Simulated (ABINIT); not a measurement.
# Te2Mo (P6_3/mmc): G0W0 in ABINIT against the plane-wave cutoff, part 2 of 2

Aim: move the plane-wave cutoff of a G0W0 run on Te2Mo (P6_3/mmc) over a wide range.

ABINIT 10.8.3; PBE and many-body steps on it, plane waves. Known limits of the many-body steps: not at the basis limit; exchange with frozen shells missing; no spin-orbit coupling; coarse k mesh.

So far. Step 5 (Empty states on the mesh, 3×3×1 mesh, 144 bands): On this mesh the gap is 0.956 eV. Step 6 (Screening, 3×3×1 mesh, 132 bands, screening to 106.1 eV): Local fields lower ε∞ by 11 %. On a Γ-centred mesh this coarse the value itself is usually too large, while a short band sum pulls it down.

## 8. Screening, 3×3×1 mesh, 132 bands, screening to 106.1 eV

This step: RPA screening on PBE, plane waves, norm-conserving pseudopotentials.

run.abi

```
acell 3*1.0 Angstrom
rprim 
  3.518200000003 -0.000000000001 0.000000000000
  -1.759100000001 3.046850575598 0.000000000000
  0.000000000000 0.000000000000 13.973600000000
ntypat 2
znucl 52 42
natom 6
typat 1 1 1 1 2 2
xred 
  0.333333333333 0.666666666667 0.621000000000
  0.666666666667 0.333333333333 0.121000000000
  0.333333333333 0.666666666667 0.879000000000
  0.666666666667 0.333333333333 0.379000000000
  0.333333333333 0.666666666667 0.250000000000
  0.666666666667 0.333333333333 0.750000000000
pp_dirpath "pseudos"
pseudos "Te.upf, Mo.upf"
ecut 29
ngkpt 3 3 1
nshiftk 1
shiftk 0 0 0
kptopt 1
chksymbreak 0
istwfk *1
occopt 1
irdwfk 1
optdriver 3
nband 132
ecuteps 3.9
inclvkb 2
awtr 1
symchi 1
indata_prefix "in"
outdata_prefix "out"
tmpdata_prefix "tmp"
```

Command:

```sh
$ OMP_NUM_THREADS=1 mpirun -n 8 abinit run.abi > log
```

Numbers of over 12 decimals in the logs are rounded to 6 here.

What it wrote:

```text
.Version 10.8.3 of ABINIT. v10.8.2 released Aug 2026.

 Symmetries : space group P6_3/m m c (#194); Bravais hP (primitive hexag.)
[... echo of the input left out ...]
== DATASET  1 ==================================================================
-   mpi_nproc: 8, omp_nthreads: 1 (-1 if OMP is not activated)

--- !DatasetInfo
iteration_state: {dtset: 1, }
dimensions: {natom: 6, nkpt: 3, mband: 132, nsppol: 1, nspinor: 1, nspden: 1, mpw: 7542, }
cutoff_energies: {ecut:  29.0, pawecutdg:  -1.0, }
electrons: {nelect:   9.20000000E+01, charge:   0.00000000E+00, occopt:   1.00000000E+00, tsmear:   1.00000000E-02, }

 SCREENING: Calculation of the susceptibility and dielectric matrices

 Based on a program developped by R.W. Godby, V. Olevano, G. Onida, and L. Reining.
 Incorporated in ABINIT by V. Olevano, G.-M. Rignanese, and M. Torrent.
.Using double precision arithmetic ; gwpc =  8

[... cell and pseudopotentials left out ...]
--------------------------------------------------------------------------------

 ==== K-mesh for the wavefunctions ====
 Number of points in the irreducible wedge :     3
[... list of points left out ...]
 Together with 24 symmetry operations and time-reversal symmetry
 yields     9 points in the full Brillouin Zone.

 ==== Q-mesh for the screening function ====
 Number of points in the irreducible wedge :     3
[... list of points left out ...]
 Together with 24 symmetry operations and time-reversal symmetry
 yields     9 points in the full Brillouin Zone.

 setmesh: FFT mesh size selected  =    20x   20x   90
          total number of points  =        36000

 vcoul_init : cutoff-mode = AUXILIARY_FUNCTION
 q-points for optical limit:   1
     1)      0.000010    0.000020    0.000030

- screening: taking advantage of time-reversal symmetry
- Maximum band index for partially occupied states nbvw = 46
- Remaining bands to be divided among processors   nbcw = 86
- Number of bands treated by each node ~10

 Number of electrons calculated from density =   92.0000; Expected =   92.0000
 average of density, n =  0.091015
 r_s =    1.3791
 omega_plasma =   29.1012 [eV]

 calculating chi0 at frequencies [eV] :
  1    0.000000E+00    0.000000E+00
  2    0.000000E+00    2.910122E+01

--------------------------------------------------------------------------------
  q-point number  1        q = ( 0.000000, 0.000000, 0.000000) [r.l.u.]
--------------------------------------------------------------------------------
[... chi0 elements left out ...]
 For q-point:  0.000010 0.000020 0.000030
  dielectric constant =  20.4628
  dielectric constant without local fields =  23.0524

  Average fulfillment of the sum rule on Im[epsilon] for q-point    1 :     56.15  [%]
[... wings left out ...]
  q-point number  2        q = ( 0.333333, 0.000000, 0.000000) [r.l.u.]
--------------------------------------------------------------------------------
[... chi0 elements left out ...]
  Average fulfillment of the sum rule on Im[epsilon] for q-point    2 :     51.64  [%]

 [... 1 further q-points ...]
```

It took 30 s on 8 MPI ranks of Intel Xeon Platinum 8488C (Sapphire Rapids), shared host; peak memory 2 GiB.

This step gave:

```
ε∞ with local fields, on this mesh, along the program's q direction : 20.46
the same without local fields                                       : 23.05
plasma frequency                                                    : 29.10 eV
plane waves in the screening matrix                                 : 341
```

## 9. 29 Ha

The self-energy is evaluated for the states that the input lists, and the levels follow from it, in one-shot runs by the linearised quasiparticle equation.

This step: G0W0 on PBE, plane waves, norm-conserving pseudopotentials.

run.abi: that of step 8 with these lines changed.

```diff
@@ -27,8 +27,17 @@
 irdwfk 1
-optdriver 3
+optdriver 4
 nband 132
+gwcalctyp 0
+ecutsigx 29
+symsigma 1
+nkptgw 2
+kptgw 
+  0.0000000000 0.0000000000 0.0000000000
+  0.3333333333 0.3333333333 0.0000000000
+bdgw 
+  45 48
+  45 48
 ecuteps 3.9
-inclvkb 2
-awtr 1
-symchi 1
+irdscr 1
+ppmodel 1
 indata_prefix "in"
```

What it wrote:

```text
.Version 10.8.3 of ABINIT. v10.8.2 released Aug 2026.

 Symmetries : space group P6_3/m m c (#194); Bravais hP (primitive hexag.)
[... echo of the input left out ...]
== DATASET  1 ==================================================================
-   mpi_nproc: 8, omp_nthreads: 1 (-1 if OMP is not activated)

--- !DatasetInfo
iteration_state: {dtset: 1, }
dimensions: {natom: 6, nkpt: 3, mband: 132, nsppol: 1, nspinor: 1, nspden: 1, mpw: 7542, }
cutoff_energies: {ecut:  29.0, pawecutdg:  -1.0, }
electrons: {nelect:   9.20000000E+01, charge:   0.00000000E+00, occopt:   1.00000000E+00, tsmear:   1.00000000E-02, }

 SIGMA: Calculation of the GW corrections

 Based on a program developped by R.W. Godby, V. Olevano, G. Onida, and L. Reining.
 Incorporated in ABINIT by V. Olevano, G.-M. Rignanese, and M. Torrent.
.Using double precision arithmetic ; gwpc =  8

[... cell and pseudopotentials left out ...]
--------------------------------------------------------------------------------

 ==== K-mesh for the wavefunctions ====
 Number of points in the irreducible wedge :     3
[... list of points left out ...]
 Together with 24 symmetry operations and time-reversal symmetry
 yields     9 points in the full Brillouin Zone.

 ==== Q-mesh for screening function ====
 Number of points in the irreducible wedge :     3
[... list of points left out ...]
 Together with 24 symmetry operations and time-reversal symmetry
 yields     9 points in the full Brillouin Zone.

 vcoul_init : cutoff-mode = AUXILIARY_FUNCTION
 q-points for optical limit:   1
     1)      0.000010    0.000020    0.000030
 setmesh: FFT mesh size selected  =    36x   36x  144
          total number of points  =       186624

 Number of electrons calculated from density =   92.0000; Expected =   92.0000
[...]
number of omega for Sigma on real axis              0
 max omega for Sigma on real axis  [eV]           0.00
 zcut for avoiding poles [eV]                     0.10

 EPSILON^-1 parameters (SCR file):
 dimension of the eps^-1 matrix on file            341
 dimension of the eps^-1 matrix used               341
 number of plane-waves for wavefunctions          7421
 number of bands                                   132
 number of q-points in IBZ                           3
 number of frequencies                               2
 number of real frequencies                          1
 number of imag frequencies                          1

 matrix elements of self-energy operator (all in [eV])

 Perturbative Calculation

--- !SelfEnergy_ee
iteration_state: {dtset: 1, }
kpoint     : [   0.000,    0.000,    0.000, ]
spin       : 1
KS_gap     :    2.885
QP_gap     :    2.713
Delta_QP_KS:   -0.172
data: !SigmaeeData |
     Band     E0 <VxcDFT>   SigX SigC(E0)      Z dSigC/dE  Sig(E)    E-E0       E
       45   7.653 -12.580 -15.440   2.213   0.799  -0.252 -13.097  -0.517   7.136
       46   7.988 -15.981 -16.765   1.333   0.775  -0.291 -15.556   0.425   8.413
       47  10.873 -14.177 -10.768  -3.089   0.792  -0.263 -13.924   0.253  11.126
[...]
--- !SelfEnergy_ee
iteration_state: {dtset: 1, }
kpoint     : [   0.333,    0.333,    0.000, ]
spin       : 1
KS_gap     :    1.038
QP_gap     :    1.563
Delta_QP_KS:    0.525
data: !SigmaeeData |
     Band     E0 <VxcDFT>   SigX SigC(E0)      Z dSigC/dE  Sig(E)    E-E0       E
[...]
47   8.944 -16.956 -12.269  -3.388   0.766  -0.306 -15.962   0.995   9.939
       48   8.944 -16.956 -12.269  -3.388   0.766  -0.306 -15.962   0.995   9.938

== END DATASET(S) ==============================================================
================================================================================

 -outvars: echo values of variables after computation  --------
           etotal      0.0000000000E+00
            nband         132
             nkpt           3
          spgroup         194
 [... the other variables as echoed above ...]

 Calculation completed.
```

Elapsed: 13 s, on 8 MPI ranks; peak memory 1.4 GiB.

Numbers from this step:

```yaml
g0w0_gap_on_the_points_computed: 1.525 eV
starting_gap_on_the_mesh: 0.9562 eV
k_of_the_valence_top: 0, 0, 0
k_of_the_conduction_bottom: 0.3333, 0.3333, 0
z_at_the_valence_top: 0.775
z_at_the_conduction_bottom: 0.766
least_direct_g0w0_gap_on_the_computed_points: 1.562 eV
```

The gap on the mesh goes from 0.96 eV to 1.53 eV, a correction of +0.57 eV.

## 10. Screening, 3×3×1 mesh, 132 bands, screening to 106.1 eV

This step: RPA screening on PBE, plane waves, norm-conserving pseudopotentials.

run.abi: that of step 9 with these lines changed.

```diff
@@ -18,3 +18,3 @@
 pseudos "Te.upf, Mo.upf"
-ecut 29
+ecut 36
 ngkpt 3 3 1
@@ -27,17 +27,8 @@
 irdwfk 1
-optdriver 4
+optdriver 3
 nband 132
-gwcalctyp 0
-ecutsigx 29
-symsigma 1
-nkptgw 2
-kptgw 
-  0.0000000000 0.0000000000 0.0000000000
-  0.3333333333 0.3333333333 0.0000000000
-bdgw 
-  45 48
-  45 48
 ecuteps 3.9
-irdscr 1
-ppmodel 1
+inclvkb 2
+awtr 1
+symchi 1
 indata_prefix "in"
```

What it wrote:

```text
.Version 10.8.3 of ABINIT. v10.8.2 released Aug 2026.

 Symmetries : space group P6_3/m m c (#194); Bravais hP (primitive hexag.)
[... echo of the input left out ...]
== DATASET  1 ==================================================================
-   mpi_nproc: 8, omp_nthreads: 1 (-1 if OMP is not activated)

--- !DatasetInfo
iteration_state: {dtset: 1, }
dimensions: {natom: 6, nkpt: 3, mband: 132, nsppol: 1, nspinor: 1, nspden: 1, mpw: 10515, }
cutoff_energies: {ecut:  36.0, pawecutdg:  -1.0, }
[...]
--------------------------------------------------------------------------------
[... chi0 elements left out ...]
 For q-point:  0.000010 0.000020 0.000030
  dielectric constant =  20.4753
  dielectric constant without local fields =  23.0659

  Average fulfillment of the sum rule on Im[epsilon] for q-point    1 :     56.13  [%]
[... wings left out ...]
  q-point number  2        q = ( 0.333333, 0.000000, 0.000000) [r.l.u.]
--------------------------------------------------------------------------------
[... chi0 elements left out ...]
  Average fulfillment of the sum rule on Im[epsilon] for q-point    2 :     51.63  [%]

 [... 1 further q-points ...]
```

The job ended after 57 s (8 MPI ranks; peak memory 2.6 GiB; 7.6 min of CPU time).

Numbers from this step:

```
ε∞ with local fields, on this mesh, along the program's q direction : 20.48
the same without local fields                                       : 23.07
plasma frequency                                                    : 29.10 eV
plane waves in the screening matrix                                 : 341
```

## 11. 36 Ha

This step: G0W0 on PBE, plane waves, norm-conserving pseudopotentials.

run.abi: that of step 10 with these lines changed.

```diff
@@ -27,8 +27,17 @@
 irdwfk 1
-optdriver 3
+optdriver 4
 nband 132
+gwcalctyp 0
+ecutsigx 36
+symsigma 1
+nkptgw 2
+kptgw 
+  0.0000000000 0.0000000000 0.0000000000
+  0.3333333333 0.3333333333 0.0000000000
+bdgw 
+  45 48
+  45 48
 ecuteps 3.9
-inclvkb 2
-awtr 1
-symchi 1
+irdscr 1
+ppmodel 1
 indata_prefix "in"
```

What it wrote:

```text
.Version 10.8.3 of ABINIT. v10.8.2 released Aug 2026.

 Symmetries : space group P6_3/m m c (#194); Bravais hP (primitive hexag.)
[... echo of the input left out ...]
== DATASET  1 ==================================================================
-   mpi_nproc: 8, omp_nthreads: 1 (-1 if OMP is not activated)

--- !DatasetInfo
iteration_state: {dtset: 1, }
dimensions: {natom: 6, nkpt: 3, mband: 132, nsppol: 1, nspinor: 1, nspden: 1, mpw: 10515, }
cutoff_energies: {ecut:  36.0, pawecutdg:  -1.0, }
[...]
Band     E0 <VxcDFT>   SigX SigC(E0)      Z dSigC/dE  Sig(E)    E-E0       E
[...]
47   8.943 -16.955 -12.267  -3.390   0.766  -0.306 -15.961   0.994   9.937
       48   8.943 -16.955 -12.267  -3.390   0.766  -0.306 -15.961   0.994   9.937

== END DATASET(S) ==============================================================
================================================================================

 -outvars: echo values of variables after computation  --------
           etotal      0.0000000000E+00
            nband         132
             nkpt           3
          spgroup         194
 [... the other variables as echoed above ...]

 Calculation completed.
```

The job ended after 10 s (8 MPI ranks; peak memory 1.8 GiB).

This step gave:

```
G0W0 gap on the points computed              : 1.526 eV
starting gap on the mesh                     : 0.9565 eV
k of the valence top                         : 0, 0, 0
k of the conduction bottom                   : 0.3333, 0.3333, 0
least direct G0W0 gap on the computed points : 1.562 eV
```

Against the run before, the gap moves by +0.001 eV.

## 12. Screening, 3×3×1 mesh, 132 bands, screening to 106.1 eV

This step: RPA screening on PBE, plane waves, norm-conserving pseudopotentials.

run.abi: that of step 11 with these lines changed.

```diff
@@ -18,3 +18,3 @@
 pseudos "Te.upf, Mo.upf"
-ecut 36
+ecut 45
 ngkpt 3 3 1
@@ -27,17 +27,8 @@
 irdwfk 1
-optdriver 4
+optdriver 3
 nband 132
-gwcalctyp 0
-ecutsigx 36
-symsigma 1
-nkptgw 2
-kptgw 
-  0.0000000000 0.0000000000 0.0000000000
-  0.3333333333 0.3333333333 0.0000000000
-bdgw 
-  45 48
-  45 48
 ecuteps 3.9
-irdscr 1
-ppmodel 1
+inclvkb 2
+awtr 1
+symchi 1
 indata_prefix "in"
```

What it wrote:

```text
.Version 10.8.3 of ABINIT. v10.8.2 released Aug 2026.

 Symmetries : space group P6_3/m m c (#194); Bravais hP (primitive hexag.)
[... echo of the input left out ...]
== DATASET  1 ==================================================================
-   mpi_nproc: 8, omp_nthreads: 1 (-1 if OMP is not activated)

--- !DatasetInfo
iteration_state: {dtset: 1, }
dimensions: {natom: 6, nkpt: 3, mband: 132, nsppol: 1, nspinor: 1, nspden: 1, mpw: 14646, }
cutoff_energies: {ecut:  45.0, pawecutdg:  -1.0, }
[...]
--------------------------------------------------------------------------------
[... chi0 elements left out ...]
 For q-point:  0.000010 0.000020 0.000030
  dielectric constant =  20.4751
  dielectric constant without local fields =  23.0657

  Average fulfillment of the sum rule on Im[epsilon] for q-point    1 :     56.13  [%]
[... wings left out ...]
  q-point number  2        q = ( 0.333333, 0.000000, 0.000000) [r.l.u.]
--------------------------------------------------------------------------------
[... chi0 elements left out ...]
  Average fulfillment of the sum rule on Im[epsilon] for q-point    2 :     51.63  [%]

 [... 1 further q-points ...]
```

Elapsed: 60 s, on 8 MPI ranks; peak memory 3.2 GiB; 8 min of CPU time.

Numbers from this step:

* ε∞ with local fields, on this mesh, along the program's q direction: 20.48
* the same without local fields: 23.07
* plasma frequency: 29.10 eV
* plane waves in the screening matrix: 341

## 13. 45 Ha

This step: G0W0 on PBE, plane waves, norm-conserving pseudopotentials.

run.abi: that of step 12 with these lines changed.

```diff
@@ -27,8 +27,17 @@
 irdwfk 1
-optdriver 3
+optdriver 4
 nband 132
+gwcalctyp 0
+ecutsigx 45
+symsigma 1
+nkptgw 2
+kptgw 
+  0.0000000000 0.0000000000 0.0000000000
+  0.3333333333 0.3333333333 0.0000000000
+bdgw 
+  45 48
+  45 48
 ecuteps 3.9
-inclvkb 2
-awtr 1
-symchi 1
+irdscr 1
+ppmodel 1
 indata_prefix "in"
```

What it wrote:

```text
.Version 10.8.3 of ABINIT. v10.8.2 released Aug 2026.

 Symmetries : space group P6_3/m m c (#194); Bravais hP (primitive hexag.)
[... echo of the input left out ...]
== DATASET  1 ==================================================================
-   mpi_nproc: 8, omp_nthreads: 1 (-1 if OMP is not activated)

--- !DatasetInfo
iteration_state: {dtset: 1, }
dimensions: {natom: 6, nkpt: 3, mband: 132, nsppol: 1, nspinor: 1, nspden: 1, mpw: 14646, }
cutoff_energies: {ecut:  45.0, pawecutdg:  -1.0, }
[...]
Band     E0 <VxcDFT>   SigX SigC(E0)      Z dSigC/dE  Sig(E)    E-E0       E
[...]
47   8.944 -16.955 -12.267  -3.390   0.766  -0.306 -15.961   0.993   9.937
       48   8.944 -16.955 -12.267  -3.390   0.766  -0.306 -15.961   0.993   9.937

== END DATASET(S) ==============================================================
================================================================================

 -outvars: echo values of variables after computation  --------
           etotal      0.0000000000E+00
            nband         132
             nkpt           3
          spgroup         194
 [... the other variables as echoed above ...]

 Calculation completed.
```

Elapsed: 15 s, on 8 MPI ranks; peak memory 2.3 GiB; 1.9 min of CPU time.

Numbers from this step:

| Item | Value |
| --- | --- |
| G0W0 gap on the points computed | 1.526 eV |
| starting gap on the mesh | 0.9565 eV |
| k of the valence top | 0, 0, 0 |
| k of the conduction bottom | 0.3333, 0.3333, 0 |
| least direct G0W0 gap on the computed points | 1.562 eV |

Against the run before, the gap moves by +0.000 eV.

## 14. The runs together

Times are wall times on 8 MPI ranks of Intel Xeon Platinum 8488C (Sapphire Rapids), shared host, good to a factor of about two. A run's time includes the screening step that it read.

| run | mesh | bands | screening cutoff (eV) | DFT gap (eV) | gap on the mesh (eV) | direct (eV) | ε∞ used | time |
| --- | --- | --- | --- | --- | --- | --- | --- | --- |
| 22 Ha | 3×3×1 | 132 | 106.1 | 0.952 | 1.527 | 1.569 | 20.30 | 31 s |
| 29 Ha | 3×3×1 | 132 | 106.1 | 0.956 | 1.525 | 1.562 | 20.46 | 43 s |
| 36 Ha | 3×3×1 | 132 | 106.1 | 0.956 | 1.526 | 1.562 | 20.48 | 67 s |
| 45 Ha | 3×3×1 | 132 | 106.1 | 0.956 | 1.526 | 1.562 | 20.48 | 76 s |

## 15. Summary of results

```json
{
  "22 Ha": "1.527 eV",
  "29 Ha": "1.525 eV",
  "36 Ha": "1.526 eV",
  "45 Ha": "1.526 eV",
  "known limits": "not at the basis limit; exchange with frozen shells missing; no spin-orbit coupling; coarse k mesh"
}
```

The setting moved: plane-wave cutoff. From 22 Ha to 45 Ha the gap moves by −0.001 eV, for 2.4 times the time. It holds to 0.03 eV from 22 Ha on. Bands and screening cutoff are coupled, so a series along one setting does not show full convergence. Bands and cutoff are finite, so the gap is not at the basis limit. The miss can reach some tenths of an eV and take either sign; the mesh is an error of its own. In the first G0W0 run levels were corrected at 2 k points alone, so a gap called «on the mesh» is the least over those, and an edge elsewhere would be missed. The 3×3×1 mesh is coarse for this cell, which bears on the long-range parts of exchange and screening. The norm-conserving file of at least one element keeps a d shell over frozen s and p shells of the same row. Exchange with those shells is missing from the self-energy, an error of 0.3 to 0.9 eV in cases checked, whose sign depends on which edge lies on those atoms. The many-body steps are scalar-relativistic: spin-orbit coupling is not in them.

[Paths, hosts, dates, memory and timing lines, banners, echoed tables and standing remarks are left out of the program output.]

[Logs are printed without paths, hosts, clocks, repeated set-up lines and the standing remarks that a program may print on its own settings, such as how far it seeks lower states.]

[Runs of the session that timed out or met a known fault of the program may be left out.]

[No measured gap is set beside runs whose start may be inverted or whose files or cutoffs have a known fault.]

[Hosts, paths, dates, database ids (printed as entryN), source tags and the programs' standing remarks are cut or masked in the printed files.]

[G0W0 gaps are taken among the corrected bands and points alone; a level outside them can change the order at an edge.]

[Where Ansatz stands beside ABINIT at settings called matched, ABINIT's density can come from a denser mesh and the files from another edition; pairs whose starting gaps differed by over 0.03 eV were left out, so agreement reads better than it is.]
